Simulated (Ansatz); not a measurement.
# Reading EPR parameters

A crystal has the composition RbMBr3, where M is a 3d element. A calculation (PBE+U, spin-orbit coupling in second variation, Ansatz) gives:

* S: 3/2
* g, averaged over the cell's ions: ⊥ 1.9928, ∥ 1.9898
* D, with anisotropic exchange: -0.292 cm⁻¹ (-8.77 GHz)
* moment in its sphere: 2.59 μB

**Question.** Which ion is it, and why?

The crystal is RbVBr3, space group P6_3/mmc. The spin sits on V, with 6 Br at 2.65 Å round it. With the usual charges of the other elements M must be +2. High-spin ions of that charge with S = 3/2 are d3 and d7, V and Co; the sign of the g shift picks V²⁺ d³. Low-spin ions are left aside. The shift is negative: in a shell less than half full the orbital moment opposes the spin.

[Hosts, paths, dates, database ids (printed as entryN), source tags and the programs' standing remarks are cut or masked in the printed files.]
